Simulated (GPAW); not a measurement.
# Surface energy and work function of Ir(111) from slabs of 3 to 12 layers (RPBE)

How do energy and work function of Ir(111) films settle with thickness, and what surface energy follows?

**Method.** GPAW 26.7.0, plane waves at 450 eV with PAW setups; symmetric 1×1 slabs cut at the tabulated lattice constant (two decimals; low-temperature values for the alkali metals), atoms at bulk places, 7.5 Å of vacuum on each side, one in-plane mesh for all thicknesses, Fermi-Dirac smearing of 0.1 eV. Energies are extrapolated to zero smearing and count from the program's reference atoms. Functional RPBE. The cell's area is 6.385 Å².

What came out, but for one run:

```
layers  energy (eV)  work function (eV)
     3     −24.5576                5.27
     4     −33.3518                5.36
     5     −42.0537                5.37
     6     −50.7759                5.36
     7     −59.5180                5.36
     8     −68.2461                5.36
     9     −76.9712                5.36
    10     −85.7026                5.34
    11     −94.4373                5.36
    12            ?                   ?
```

**Question.** What surface energy do these runs give, and what energy and work function should the 12-layer slab have?

A: A slab of n layers has E(n) = nε + 2Aγ once its middle is bulk-like. A line through n = 6 to 11 has the slope ε = −8.7310 eV a layer and the intercept 2Aγ = 1.6052 eV (r.m.s. residual 3.8 meV). So γ = 1.6052 / (2 × 6.385 Å²) = 0.1257 eV/Å² = 2.01 J/m², with a standard error of about 0.01 J/m² from the scatter about the line. For 12 layers: 1.6052 + 12 × (−8.7310) = −103.167 eV; the run gives −103.165 eV, 2.0 meV over the line. The work function has no such law: from 6 to 11 layers it moves between 5.34 and 5.36 eV (mean 5.36), and the 12-layer slab gives 5.36 eV. The thinnest slab, 3 layers, lies −0.09 eV from that mean. The measured value for this face is 5.78 eV (“Anisotropic work function of elemental crystals” (2019, arxiv:1902.07811)); the unrelaxed 12-layer slab lies 0.42 eV under it.

Caveats: The surfaces are unrelaxed, so γ is an upper bound for this functional and lattice constant. The tabulated lattice constant isn't the functional's own, which strains the slab a little. Spin-orbit coupling is left out.

[Logs are printed without paths, hosts, clocks, repeated set-up lines and the standing remarks that a program may print on its own settings, such as how far it seeks lower states.]
